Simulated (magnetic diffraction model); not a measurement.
# Which magnetic order? Ni2P2S7

Space group C2/m (no. 12), a = 8.0160 Å, b = 10.3130 Å, c = 5.5370 Å, β = 102.66°.

| site | atom | x | y | z |
| --- | --- | --- | --- | --- |
| 4h | Ni | 1/2 | 0.8082 | 1/2 |
| 8j | S | 0.2269 | 0.1518 | 0.7298 |
| 4i | S | 0.3843 | 0 | 0.2190 |
| 2a | S | 0 | 0 | 0 |
| 4i | P | 0.2255 | 0 | 0.9147 |

This is a made-up structure (elements placed in a structure type, unrelaxed), so the numbers test the method and describe no known phase.

Only Ni is taken to order (form factors of Ni2+); orders and moment sizes are assumed, and not adapted to the symmetry. Radiation: neutrons of λ = 1.909 Å, 5° to 40°; isotropic B of 0.81 Å² (Ni), 0.76 Å² (S) and 0.64 Å² (P). The intensities are simulated: I ∝ L Σ (|F_N|² + |F_M⊥|²) for unpolarised neutrons, with F_M = 2.695 fm/μB × Σ f(s) S exp(2πi Q·r) exp(−B s²) at Q = H ± k (one set where k and −k are equivalent), only the part normal to Q counting and L = 1/(sin²θ cos θ). For collinear order S is the moment m, which repeats by lattice and centring translations R with the sign exp(−2πi k·R). Form factors are spin-only for 3d ions and dipole or tabulated for f ions, scattering lengths are Sears's of 1992, and absorption is left out. A label names one of the reflections at its angle. The strongest nuclear line in the range is 100, and lines under 0.2 are left out.

Above the ordering temperature:

```csv
2θ (°),index,I
17.62,(1 1 0),13.3
20.35,(0 0 1),10.9
24.56,(1 1 -1),1.3
28.25,(2 0 0),0.8
29.34,(1 1 1),43.0
29.65,(0 2 1),100.0
31.11,(2 0 -1),68.4
35.31,(1 3 0),24.9
35.68,(2 2 0),27.8
38.03,(2 2 -1),0.8
38.68,(2 0 1),7.5
39.42,(1 3 -1),2.1
```

Below it (cell unchanged):

```csv
2θ (°),I
17.62,14.4
20.35,19.5
21.34,4.3
24.56,2.2
28.25,1.0
29.34,43.8
29.65,103.9
31.11,69.1
35.31,27.9
35.68,28.7
38.03,1.8
38.68,8.3
39.42,4.4
```

**Question.** Find the propagation vector, then choose among these models:
A. collinear moments along [100], 1.63 μB on Ni; signs + at (1/2, 0.8082, 1/2), − at (1/2, 0.1918, 1/2)
B. collinear moments along [010], 1.63 μB on Ni; signs + at (1/2, 0.8082, 1/2), − at (1/2, 0.1918, 1/2)
C. collinear moments along [100], 1.63 μB on Ni; signs + at (1/2, 0.8082, 1/2), + at (1/2, 0.1918, 1/2)
D. collinear moments along [010], 1.63 μB on Ni; signs + at (1/2, 0.8082, 1/2), + at (1/2, 0.1918, 1/2)

No line moves, and magnetic intensity falls on nuclear lines such as the one at 20.35°; new lines at (0 2 0) have whole indices that obey the lattice centring, at places with no nuclear intensity to speak of, so the magnetic cell equals the chemical primitive cell: k = 0.

Magnetic intensity, observed (below minus above) and for each model:

| 2θ (°) | index | observed | A | B | C | D |
| --- | --- | --- | --- | --- | --- | --- |
| 17.62 | (1 1 0) | 1.2 | 8.1 | 13.1 | 1.2 | 1.9 |
| 20.35 | (0 0 1) | 8.6 | <0.2 | <0.2 | 8.6 | 8.6 |
| 21.34 | (0 2 0) | 4.3 | 3.4 | <0.2 | 4.3 | <0.2 |
| 24.56 | (1 1 -1) | 1.0 | 6.7 | 7.9 | 1.0 | 1.1 |
| 28.25 | (2 0 0) | 0.2 | <0.2 | <0.2 | 0.2 | 4.0 |
| 29.34 | (1 1 1) | 0.7 | 4.9 | 5.5 | 0.7 | 0.8 |
| 31.11 | (2 0 -1) | 0.7 | <0.2 | <0.2 | 0.7 | 3.1 |
| 35.31 | (1 3 0) | 3.0 | 0.8 | 0.1 | 3.0 | 0.6 |

Model C matches.

The structure used: k = (0 0 0), collinear moments along [100], 1.63 μB on Ni; signs + at (1/2, 0.8082, 1/2), + at (1/2, 0.1918, 1/2).

[Logs are printed without paths, hosts, clocks, repeated set-up lines and the standing remarks that a program may print on its own settings, such as how far it seeks lower states.]
